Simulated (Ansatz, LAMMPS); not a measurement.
## Elastic response of glassy 44SiO2-56MgO (mol %) (83 atoms)

Aim: relax glassy 44SiO2-56MgO (mol %) (83 atoms), then change its volume and shape to read moduli from the stress.

Calculated with Ansatz 0.2.0; Kohn-Sham DFT, RPBE, PAW (set soft_2), plane waves.

### 1. The starting structure

The cell holds 83 atoms: 15 Si, 19 Mg and 49 O. Cell: a = 10.007 Å, b = 10.007 Å, c = 10.007 Å, α = 90.0°, β = 90.0°, γ = 90.0°. 83 atoms (15 Si, 19 Mg, 49 O) placed at random at 2.56 g/cm³, melted at 4000 K for 10 ps at fixed volume with the Morse and Coulomb pair potential with partial charges (Pedone, Malavasi, Menziani, Cormack and Segre, J. Phys. Chem. B 110, 11780 (2006)). Quenched from 4000 K to 300 K at 30 K/ps and fixed volume, held 10 ps at zero pressure.

What the set-up can't give: The quench rate of 30 K/ps far exceeds what a furnace or splat quench reaches, so expect more defects and frozen-in strain than in a real sample. The starting topology of bonds comes from the classical model, and needn't be the one that DFT or experiment would give. Only the Γ point is sampled.

### 2. Single point at the start

A single point comes first, to see the forces before anything moves.

Contents of input.yaml:

```yaml
crystal:
  lattice:
    - [10.00689, 0.0, 0.0]
    - [0.0, 10.00689, 0.0]
    - [0.0, 0.0, 10.00689]
  atoms:
    - { symbol: Si, position: [0.85841, 0.84181, 0.23096] }
    - { symbol: Si, position: [0.62051, 0.61112, 0.83889] }
    - { symbol: Si, position: [0.32356, 0.33228, 0.02718] }
    - { symbol: Si, position: [0.96035, 0.93886, 0.94175] }
    - { symbol: Si, position: [0.71667, 0.13994, 0.92161] }
    - { symbol: Si, position: [0.50792, 0.78834, 0.50161] }
    - { symbol: Si, position: [0.95442, 0.77135, 0.51095] }
    - { symbol: Si, position: [0.16786, 0.05633, 0.3795] }
    - { symbol: Si, position: [0.42773, 0.22933, 0.45618] }
    - { symbol: Si, position: [0.05352, 0.3608, 0.66863] }
    - { symbol: Si, position: [0.66976, 0.61064, 0.133] }
    - { symbol: Si, position: [0.07789, 0.28119, 0.17492] }
    - { symbol: Si, position: [0.17622, 0.62144, 0.99391] }
    - { symbol: Si, position: [0.71742, 0.57254, 0.54256] }
    - { symbol: Si, position: [0.80771, 0.29554, 0.4881] }
    - { symbol: Mg, position: [0.22698, 0.4788, 0.41592] }
    - { symbol: Mg, position: [0.95984, 0.07516, 0.63675] }
    - { symbol: Mg, position: [0.2213, 0.11701, 0.83464] }
    - { symbol: Mg, position: [0.32686, 0.56545, 0.69319] }
    - { symbol: Mg, position: [0.2453, 0.80608, 0.69655] }
    - { symbol: Mg, position: [0.48283, 0.03448, 0.69728] }
    - { symbol: Mg, position: [0.15024, 0.74185, 0.27497] }
    - { symbol: Mg, position: [0.85676, 0.12759, 0.19194] }
    - { symbol: Mg, position: [0.48282, 0.90768, 0.9176] }
    - { symbol: Mg, position: [0.00625, 0.64116, 0.7898] }
    - { symbol: Mg, position: [0.45249, 0.50936, 0.27263] }
    - { symbol: Mg, position: [0.63243, 0.29287, 0.218] }
    - { symbol: Mg, position: [0.55878, 0.0225, 0.23025] }
    - { symbol: Mg, position: [0.7018, 0.99916, 0.49326] }
    - { symbol: Mg, position: [0.3884, 0.78061, 0.21543] }
    - { symbol: Mg, position: [0.73788, 0.86112, 0.74172] }
    - { symbol: Mg, position: [0.89285, 0.42063, 0.95435] }
    - { symbol: Mg, position: [0.22781, 0.95837, 0.07806] }
    - { symbol: Mg, position: [0.53086, 0.30545, 0.77664] }
    - { symbol: O, position: [0.50165, 0.87089, 0.36395] }
    - { symbol: O, position: [0.51347, 0.65375, 0.13852] }
    - { symbol: O, position: [0.21582, 0.22893, 0.08879] }
    - { symbol: O, position: [0.80481, 0.26046, 0.33887] }
    - { symbol: O, position: [0.01728, 0.58439, 0.00432] }
    - { symbol: O, position: [0.30704, 0.63844, 0.33066] }
    - { symbol: O, position: [0.39182, 0.73299, 0.5928] }
    - { symbol: O, position: [0.70058, 0.56251, 0.97269] }
    - { symbol: O, position: [0.50399, 0.50941, 0.79283] }
    - { symbol: O, position: [0.46402, 0.20957, 0.61068] }
    - { symbol: O, position: [0.25674, 0.48029, 0.01756] }
    - { symbol: O, position: [0.92414, 0.80941, 0.85593] }
    - { symbol: O, position: [0.77668, 0.95396, 0.3065] }
    - { symbol: O, position: [0.07821, 0.73286, 0.5899] }
    - { symbol: O, position: [0.20777, 0.7432, 0.09119] }
    - { symbol: O, position: [0.42529, 0.95194, 0.09581] }
    - { symbol: O, position: [0.1208, 0.40557, 0.26002] }
    - { symbol: O, position: [0.5459, 0.15791, 0.37215] }
    - { symbol: O, position: [0.9719, 0.45177, 0.77028] }
    - { symbol: O, position: [0.60356, 0.65894, 0.47204] }
    - { symbol: O, position: [0.60111, 0.05302, 0.85106] }
    - { symbol: O, position: [0.8603, 0.87843, 0.58398] }
    - { symbol: O, position: [0.96745, 0.79131, 0.33833] }
    - { symbol: O, position: [0.09994, 0.98723, 0.92466] }
    - { symbol: O, position: [0.70938, 0.62296, 0.70787] }
    - { symbol: O, position: [0.70978, 0.41963, 0.53441] }
    - { symbol: O, position: [0.68491, 0.13865, 0.08114] }
    - { symbol: O, position: [0.92908, 0.91991, 0.09996] }
    - { symbol: O, position: [0.33997, 0.95214, 0.78139] }
    - { symbol: O, position: [0.58686, 0.7596, 0.86671] }
    - { symbol: O, position: [0.85405, 0.6426, 0.49595] }
    - { symbol: O, position: [0.1904, 0.42899, 0.62127] }
    - { symbol: O, position: [0.09239, 0.00572, 0.5059] }
    - { symbol: O, position: [0.44507, 0.34085, 0.12501] }
    - { symbol: O, position: [0.7201, 0.28671, 0.86713] }
    - { symbol: O, position: [0.07721, 0.21078, 0.73206] }
    - { symbol: O, position: [0.36563, 0.26466, 0.89233] }
    - { symbol: O, position: [0.84572, 0.04534, 0.9006] }
    - { symbol: O, position: [0.05781, 0.14089, 0.27653] }
    - { symbol: O, position: [0.95948, 0.34226, 0.54099] }
    - { symbol: O, position: [0.58766, 0.89566, 0.60129] }
    - { symbol: O, position: [0.78974, 0.15637, 0.57647] }
    - { symbol: O, position: [0.19776, 0.66706, 0.83897] }
    - { symbol: O, position: [0.67202, 0.49041, 0.22509] }
    - { symbol: O, position: [0.40947, 0.37904, 0.41197] }
    - { symbol: O, position: [0.95218, 0.29147, 0.08442] }
    - { symbol: O, position: [0.20919, 0.94332, 0.27774] }
    - { symbol: O, position: [0.76205, 0.7334, 0.1774] }
    - { symbol: O, position: [0.28675, 0.14852, 0.41824] }
kpoints:
  mp_grid: { grid: [1, 1, 1] }
hamiltonian:
  xc: rpbe
scf:
  occupations: { method: fixed }
output:
  forces: true
```

Run with:

```
$ ansatz run input.yaml --threads 4 --pin off --max-ram 8192MiB --backend cpu --events-out ev --progress --plain --runs-dir out
```

Numbers of over 12 decimals in the logs are rounded to 6 here.

Output:

```text
Engine: ansatz 0.2.0, aarch64-unknown-linux-gnu
Pseudopotentials: kind: paw
Pseudopotential: Si, paw, valence charge 4, recommended cutoff 420 eV (normal), Si.paw.azcp
Pseudopotential: Mg, paw, valence charge 10, recommended cutoff 420 eV (normal), Mg.paw.azcp
Pseudopotential: O, paw, valence charge 6, recommended cutoff 420 eV (normal), O.paw.azcp
Functional definition: RPBE
  parameter kappa = 0.804
  parameter beta = 0.066725
  exchange = rpbe_x(kappa = kappa, mu = beta*pi^2/3)
  correlation = pbe_c(beta = beta)
Crystal: 83 atoms, lattice volume = 1002.068 Å³
Basis set: ecut = 420 eV, 19549 PW (Γ), exchange–correlation on 144×144×144 points (8 copies of the dense FFT grid, shifted against one another)
Bands: 355, of which v1, the nominal top of the filled ones, is band 272 counted from 1 (271 counted from 0)
Symmetry: 1 space group operations
Space group: P1 (ITA 1), of the structure as read, at distance tolerance 1.0e-4 Å
k-points: 1
Non-local potential: Si, projectors of the file, l = 0: 2, l = 1: 2, l = 2: 2
Non-local potential: Mg, projectors of the file, l = 0: 3, l = 1: 2, l = 2: 1
Non-local potential: O, projectors of the file, l = 0: 2, l = 1: 2, l = 2: 1
PAW form: soft (Blöchl's): semilocal exchange-correlation on the pseudo side does not see the compensation charge
PAW frozen core: Si, regenerated for the run's functional, and the local potential with it (the file was generated under x = pbe(κ = 0.804, μ = 0.219515), c = pbe(β = 0.066725))
PAW frozen core: Mg, regenerated for the run's functional, and the local potential with it (the file was generated under x = pbe(κ = 0.804, μ = 0.219515), c = pbe(β = 0.066725))
PAW frozen core: O, regenerated for the run's functional, and the local potential with it (the file was generated under x = pbe(κ = 0.804, μ = 0.219515), c = pbe(β = 0.066725))
PAW one-centre angular grid: Si, 110 points (default); XC on 64 Gauss nodes
PAW one-centre angular grid: Mg, 110 points (default); XC on 64 Gauss nodes
PAW one-centre angular grid: O, 110 points (default); XC on 64 Gauss nodes
Initial density: superposition of atomic densities (neutral atoms: chi_scale 0, normalization atom), corrected by the library's trained network
Initial wavefunctions: pseudopotential atomic-orbital guess
Functional: x = rpbe, c = pbe(β = 0.066725)
SCF iter   1: F=—  HF=-74171.640140 eV  |F-HF|=—  |Δ(HF+E_count)|=         —  Δρ=4.91e-3  dr2=2.67e-1  ethr=1.77e-3  ⟨swp⟩=6.0  Hψ=1073  notcnv=0  defer=79
preconditioner: auto → Resta (q_TF=auto, 2.464 Å⁻¹)  ε∞=3.1  [insulator: Δε(μ)=3.452 eV  Ē_g=15.934 eV  n_scr=250 (ndim 8)  ℏωp=23.2 eV  f_vac=0.086  ε∞_Penn≈3.1]
SCF iter   2: F=—  HF=-74171.597869 eV  |F-HF|=—  |Δ(HF+E_count)|=   4.23e-2  Δρ=2.40e-3  dr2=4.36e-2  ethr=4.91e-5  ⟨swp⟩=2.0  Hψ=561  notcnv=0  defer=81
SCF iter   3: F=—  HF=-74171.597400 eV  |F-HF|=—  |Δ(HF+E_count)|=   4.70e-4  Δρ=9.48e-4  dr2=1.26e-2  ethr=8.02e-6  ⟨swp⟩=3.0  Hψ=430  notcnv=0  defer=81
SCF iter   4: F=—  HF=-74171.598703 eV  |F-HF|=—  |Δ(HF+E_count)|=   1.30e-3  Δρ=2.96e-4  dr2=8.15e-4  ethr=2.31e-6  ⟨swp⟩=3.0  Hψ=434  notcnv=0  defer=81
SCF iter   5: F=—  HF=-74171.599183 eV  |F-HF|=—  |Δ(HF+E_count)|=   4.80e-4  Δρ=1.53e-4  dr2=2.03e-4  ethr=1.50e-7  ⟨swp⟩=2.0  Hψ=442  notcnv=0  defer=81
SCF iter   6: F=—  HF=-74171.599366 eV  |F-HF|=—  |Δ(HF+E_count)|=   1.84e-4  Δρ=5.02e-5  dr2=2.54e-5  ethr=3.73e-8  ⟨swp⟩=2.0  Hψ=431  notcnv=0  defer=81
SCF iter   7: F=—  HF=-74171.600593 eV  |F-HF|=—  |Δ(HF+E_count)|=   1.23e-3  Δρ=1.84e-5  dr2=3.21e-6  ethr=4.68e-9  ⟨swp⟩=2.0  Hψ=626  notcnv=0  defer=78
SCF iter   8: F=—  HF=-74171.600598 eV  |F-HF|=—  |Δ(HF+E_count)|=   5.39e-6  Δρ=1.24e-5  dr2=1.30e-6  ethr=5.90e-10  ⟨swp⟩=2.0  Hψ=473  notcnv=0  defer=78
SCF iter   9: F=-74171.600599 eV  HF=-74171.600599 eV  |F-HF|=9.23e-8  |Δ(HF+E_count)|=   7.85e-7  Δρ=2.72e-6  dr2=7.52e-8  ethr=1.84e-11  ⟨swp⟩=3.0  Hψ=1290  notcnv=0
SCF 1 converged in 9 iterations: F = -74171.600599 eV  dr2 = 7.52e-8
  greatest PAW one-centre occupation: 1.000 electrons in one spin orbital (limit 2), on the Mg atom at site 20 (counted from 0), in its partial waves of l = 0
SCF converged after 9 iterations
Free energy (F): -74171.600599 eV
Harris-Foulkes:  -74171.600599 eV  (|F-HF|=9.23e-8)
Internal energy: -74171.600599 eV  (E = F + TS)
E sigma→0 (E₀):  -74171.600599 eV
Fermi energy:    5.293806 eV
--- Per-component energies (eV) ---
  E_band       = -7408.815506
  E_kinetic    = 10921.370687
  E_local      = -53981.944446  (includes V_loc(G=0)·N_el)
  E_nonlocal   = 4481.194090
  E_hartree    = 19801.808814
  E_xc         = -5088.354586
  E_vxc        = -6126.244235  (∫ρ·V_xc dr)
  E_paw        = -21187.505533  (= ΣΔE_a)
  E_vpaw       = -2306.914051  (= ΣTr[D̂ρ^β])
  E_aug_tail   = 0.123383  (compensation charges beyond the density's cutoff)
  E_ewald      = -29116.423798
  E_core_change = -1.869210  (= ΣΔE_core)
  E_smearing   = -0.000000  (= −TS)
  E_closure    = -0.000000  (closes the sum)
  Σ components = -74171.600599   (vs F -74171.600599, Δ=0.00e0)
--- Forces (eV/Å), atoms counted from 1 ---
  atom   1  Si     0.13607540     1.27943049    -0.99789359
  atom   2  Si    -1.32741649    -2.01862117     0.70493472
  atom   3  Si     0.57169395     1.36507792     1.21790966
  atom   4  Si    -4.82494914    -3.04709315     0.26417171
  atom   5  Si    -0.71314716     0.08975293     1.04220461
  atom   6  Si     0.91291377     0.00696377    -0.82206394
  atom   7  Si    -3.37961674     0.42650371    -2.22013432
  atom   8  Si    -2.27558690     1.01244573    -1.51208073
  atom   9  Si    -1.23866077    -1.29605016    -0.95403352
  atom  10  Si     0.00892857    -1.13869796     0.72859385
  atom  11  Si    -2.33015423     1.57747223    -2.76688641
  atom  12  Si     3.46410146    -0.59275647     2.65495397
  atom  13  Si    -1.82823973    -3.07581618     0.37556567
  atom  14  Si     0.97127941     3.86575303     2.29543337
[...]
atom  82  O     -0.01965515    -0.91968260    -0.80213191
  atom  83  O      2.54013375     1.90391783     1.01249201
  max |Σ_I F_I| component: 2.42e-4 eV/Å
```

The job ended after 7.4 s (4 threads of Arm Neoverse V2, shared host; peak memory 1.2 GiB; 28 s of CPU time).

The r.m.s. force at the start is 1.5 eV/Å.

### 3. Cell and atoms relaxed

The cell is relaxed with the atoms, since the starting lattice needn't suit this functional.

Contents of input.yaml:

```yaml
crystal:
  lattice:
    - [10.00689, 0.0, 0.0]
    - [0.0, 10.00689, 0.0]
    - [0.0, 0.0, 10.00689]
  atoms:
    [... the 83 atom lines of step 2 ...]
kpoints:
  mp_grid: { grid: [1, 1, 1] }
hamiltonian:
  xc: rpbe
scf:
  occupations: { method: fixed }
output:
  forces: true
relax:
  f_tol: 0.05
  max_steps: 150
  cell: {}
```

Output:

```text
[...]
Crystal: 83 atoms, lattice volume = 1002.068 Å³
Basis set: ecut = 420 eV, 19549 PW (Γ), exchange–correlation on 144×144×144 points (8 copies of the dense FFT grid, shifted against one another)
Bands: 355, of which v1, the nominal top of the filled ones, is band 272 counted from 1 (271 counted from 0)
Symmetry: 1 space group operations
[...]
k-points: 1
[...]
SCF iter   1: F=—  HF=-74171.640142 eV  |F-HF|=—  |Δ(HF+E_count)|=         —  Δρ=4.91e-3  dr2=2.67e-1  ethr=1.77e-3  ⟨swp⟩=6.0  Hψ=1073  notcnv=0  defer=79
[...]
SCF iter   8: F=—  HF=-74171.600598 eV  |F-HF|=—  |Δ(HF+E_count)|=   5.39e-6  Δρ=1.24e-5  dr2=1.30e-6  ethr=5.90e-10  ⟨swp⟩=2.0  Hψ=473  notcnv=0  defer=78
SCF iter   9: F=-74171.600599 eV  HF=-74171.600599 eV  |F-HF|=9.22e-8  |Δ(HF+E_count)|=   7.85e-7  Δρ=2.72e-6  dr2=7.53e-8  ethr=1.84e-11  ⟨swp⟩=3.0  Hψ=1290  notcnv=0
SCF 1 converged in 9 iterations: F = -74171.600599 eV  dr2 = 7.53e-8
[...]
relax step   1: F+E_penalty+E_count = -74171.60059923 eV  Δ(F+E_penalty+E_count) = +0.000e0 eV  max|allowed force component| = 6.010e0 eV/Å  Δτ_max = 0.0000 Å  P = +9.288 GPa  Ω = 1002.068 Å³  (9 SCF iters, dr2 threshold 1.00e-7 eV, accepted)
[... from here on, the SCF cycles and remarks between the steps are left out ...]
relax step   2: F+E_penalty+E_count = -74176.83938886 eV  Δ(F+E_penalty+E_count) = -5.239e0 eV  max|allowed force component| = 2.956e0 eV/Å  Δτ_max = 0.1567 Å  P = +4.591 GPa  Ω = 1021.995 Å³  energy of the carried Pulay correction = -6.043e-2 eV  (8 SCF iters, dr2 threshold 8.30e-6 eV, accepted)
relax step   3: F+E_penalty+E_count = -74179.27511374 eV  Δ(F+E_penalty+E_count) = -2.436e0 eV  max|allowed force component| = 5.033e-1 eV/Å  Δτ_max = 0.2000 Å  P = +0.626 GPa  Ω = 1036.212 Å³  energy of the carried Pulay correction = -1.028e-1 eV  (8 SCF iters, dr2 threshold 8.30e-6 eV, accepted)
relax step   4: F+E_penalty+E_count = -74179.46925247 eV  Δ(F+E_penalty+E_count) = -1.941e-1 eV  max|allowed force component| = 2.407e-1 eV/Å  Δτ_max = 0.2000 Å  P = -0.035 GPa  Ω = 1036.847 Å³  energy of the carried Pulay correction = -1.047e-1 eV  (7 SCF iters, dr2 threshold 8.30e-6 eV, accepted)
relax step   5: F+E_penalty+E_count = -74179.50531589 eV  Δ(F+E_penalty+E_count) = -3.606e-2 eV  max|allowed force component| = 1.155e-1 eV/Å  Δτ_max = 0.2000 Å  P = -0.118 GPa  Ω = 1039.870 Å³  energy of the carried Pulay correction = -1.136e-1 eV  (7 SCF iters, dr2 threshold 3.62e-6 eV, accepted)
relax step   6: F+E_penalty+E_count = -74179.52417149 eV  Δ(F+E_penalty+E_count) = -1.886e-2 eV  max|allowed force component| = 4.292e-2 eV/Å  Δτ_max = 0.0828 Å  P = +0.009 GPa  Ω = 1038.074 Å³  energy of the carried Pulay correction = -1.083e-1 eV  (7 SCF iters, dr2 threshold 8.34e-7 eV, accepted)
relax step   7: F+E_penalty+E_count = -74179.67978667 eV  Δ(F+E_penalty+E_count) = -1.556e-1 eV  max|allowed force component| = 4.348e-2 eV/Å  Δτ_max = 0.0000 Å  P = +0.281 GPa  Ω = 1038.074 Å³  stress off target by 4.73e-1 GPa  SCF on the basis re-selected at this cell (its energy is not comparable with the rows above)  (8 SCF iters)
relax step   8: F+E_penalty+E_count = -74179.67522200 eV  Δ(F+E_penalty+E_count) = +4.565e-3 eV  max|allowed force component| = 2.546e-2 eV/Å  Δτ_max = 0.0346 Å  P = +0.023 GPa  Ω = 1042.210 Å³  energy of the carried Pulay correction = -1.266e-2 eV  (7 SCF iters, dr2 threshold 5.60e-7 eV, accepted)
relax step   9: F+E_penalty+E_count = -74179.68739934 eV  Δ(F+E_penalty+E_count) = -1.218e-2 eV  max|allowed force component| = 2.550e-2 eV/Å  Δτ_max = 0.0000 Å  P = +0.032 GPa  Ω = 1042.210 Å³  stress off target by 4.87e-2 GPa  SCF on the basis re-selected at this cell (its energy is not comparable with the rows above)  (7 SCF iters)
[...]
SCF converged after 7 iterations
Free energy (F): -74179.687399 eV
[...]
Internal energy: -74179.687399 eV  (E = F + TS)
E sigma→0 (E₀):  -74179.687399 eV
Fermi energy:    4.913834 eV
[...]
Σ components = -74179.687399   (vs F -74179.687399, Δ=0.00e0)
--- Forces (eV/Å), atoms counted from 1 ---
  atom   1  Si    -0.00805175     0.00485193     0.02549527
  atom   2  Si    -0.00857283     0.00471975     0.00836620
  atom   3  Si     0.00901905    -0.00632506     0.00172872
  atom   4  Si     0.00598882     0.00184095    -0.00470520
[...]
atom  83  O     -0.00508876     0.00017109    -0.00212654
  max |Σ_I F_I| component: 3.77e-5 eV/Å
--- Stress (GPa, compression-positive) ---
        0.020542      -0.002167      -0.021073
       -0.002169       0.048444      -0.000791
       -0.021071      -0.000790       0.026648
  P = ⅓ Tr σ = 0.0319 GPa (0.319 kbar)
--- Relaxed structure (7 steps of the walk, 7 accepted, 2 SCFs on fresh bases) ---
  F+E_penalty+E_count = -74179.68739934 eV   max|allowed force component| = 2.550e-2 eV/Å   (the final SCF, on the basis selected at the relaxed cell)
  cell:  # Å, volume = 1042.2096 Å³
    - [10.221760, -0.035833, -0.195011]
    - [-0.035833, 10.143171, -0.00701175]
    - [-0.195011, -0.00701175, 10.055925]
  atoms:
    - { symbol: Si, position: [0.847199, 0.844344, 0.231167] }
    - { symbol: Si, position: [0.620829, 0.608962, 0.839621] }
    - { symbol: Si, position: [0.334515, 0.334103, 0.026527] }
    - { symbol: Si, position: [0.947666, 0.946137, 0.947856] }
[...]
- { symbol: O, position: [0.305311, 0.136785, 0.415008] }
```

It took 63 s on 4 threads; peak memory 1.2 GiB; 4 min of CPU time.

The relaxation converged after 7 steps, with a largest force component of 0.025 eV/Å.

(Part 1 of 3 ends here.)

[Logs are printed without paths, hosts, clocks, repeated set-up lines and the standing remarks that a program may print on its own settings, such as how far it seeks lower states.]

[Hosts, paths, dates, database ids (printed as entryN), source tags and the programs' standing remarks are cut or masked in the printed files.]
